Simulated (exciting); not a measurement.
Consider InF3, space group R-3c.

```
In F
1.0
     2.70515    1.56182    4.79250
    -2.70515    1.56182    4.79250
     0.00000   -3.12364    4.79250
In F
2 6
Direct
  0.00000 0.00000 0.00000
  0.50000 0.50000 0.50000
  0.85840 0.25000 0.64160
  0.25000 0.64160 0.85840
  0.64160 0.85840 0.25000
  0.14160 0.75000 0.35840
  0.75000 0.35840 0.14160
  0.35840 0.14160 0.75000
```

Absorber: atom 1, with 6 F at 2.05 Å (octahedral, site symmetry -3). Method: exciting, all-electron LAPW+lo, LDA, exchange and screened direct term (singlet BSE), 3×3×3 shifted k points, 41 conduction bands, |G+q| up to 3 bohr⁻¹ (2 in the exchange term), full RPA screening with nempty = 74, Lorentzian half width 1.32 eV.

**Question.** What does the In L₃ spectrum look like, and is there a bound core exciton?

Bound core exciton? Yes on this mesh: the first bright state (over 5 % of the brightest) lies at -2.28 eV from the Kohn–Sham onset and at -2.58 eV from the lowest bare transition of its own mesh. Maxima (height): -2.2 eV (0.22), 9.2 eV (1.00) and 20.2 eV (0.76).

Energy from the Kohn–Sham onset, core level to the lowest empty state found on the meshes used; Im ε in relative units:

| E (eV) | Im ε |
| --- | --- |
| -8.0 | 0.03 |
| -7.5 | 0.03 |
| -7.0 | 0.03 |
| -6.5 | 0.04 |
| -6.0 | 0.04 |
| -5.5 | 0.05 |
| -5.0 | 0.06 |
| -4.5 | 0.07 |
| -4.0 | 0.10 |
| -3.5 | 0.13 |
| -3.0 | 0.17 |
| -2.5 | 0.22 |
| -2.0 | 0.22 |
| -1.5 | 0.19 |
| -1.0 | 0.16 |
| -0.5 | 0.15 |
| 0.0 | 0.14 |
| 0.5 | 0.14 |
| 1.0 | 0.15 |
| 1.5 | 0.15 |
| 2.0 | 0.15 |
| 2.5 | 0.15 |
| 3.0 | 0.16 |
| 3.5 | 0.17 |
| 4.0 | 0.19 |
| 4.5 | 0.22 |
| 5.0 | 0.27 |
| 5.5 | 0.32 |
| 6.0 | 0.39 |
| 6.5 | 0.49 |
| 7.0 | 0.61 |
| 7.5 | 0.72 |
| 8.0 | 0.83 |
| 8.5 | 0.94 |
| 9.0 | 1.00 |
| 9.5 | 0.99 |
| 10.0 | 0.94 |
| 10.5 | 0.90 |
| 11.0 | 0.88 |
| 11.5 | 0.87 |
| 12.0 | 0.86 |
| 12.5 | 0.84 |
| 13.0 | 0.83 |
| 13.5 | 0.82 |
| 14.0 | 0.79 |
| 14.5 | 0.75 |
| 15.0 | 0.71 |
| 15.5 | 0.67 |
| 16.0 | 0.64 |
| 16.5 | 0.64 |
| 17.0 | 0.65 |
| 17.5 | 0.68 |
| 18.0 | 0.71 |
| 18.5 | 0.73 |
| 19.0 | 0.74 |
| 19.5 | 0.75 |
| 20.0 | 0.76 |
| 20.5 | 0.76 |
| 21.0 | 0.74 |
| 21.5 | 0.71 |
| 22.0 | 0.68 |
| 22.5 | 0.64 |

A mesh of 27 points doesn't converge binding energies, and fine structure above the first lines is partly noise of the mesh. Exchange and the short-range direct term aren't converged in the kernel cutoff. The zero comes from the unshifted 3×3×3 ground-state mesh; it is exact only where the band minimum lies on that mesh. The conduction states carry no spin here, so the exchange coupling to the spinor core hole is only partly held. This core level is treated alone, with no coupling to its spin–orbit partner. The structure is a published determination, not relaxed.

[Banner, clock and machine lines of the logs are left out without a mark of their own.]

[Logs are printed without paths, hosts, clocks, repeated set-up lines and the standing remarks that a program may print on its own settings, such as how far it seeks lower states.]

[Hosts, paths, dates, database ids (printed as entryN), source tags and the programs' standing remarks are cut or masked in the printed files.]
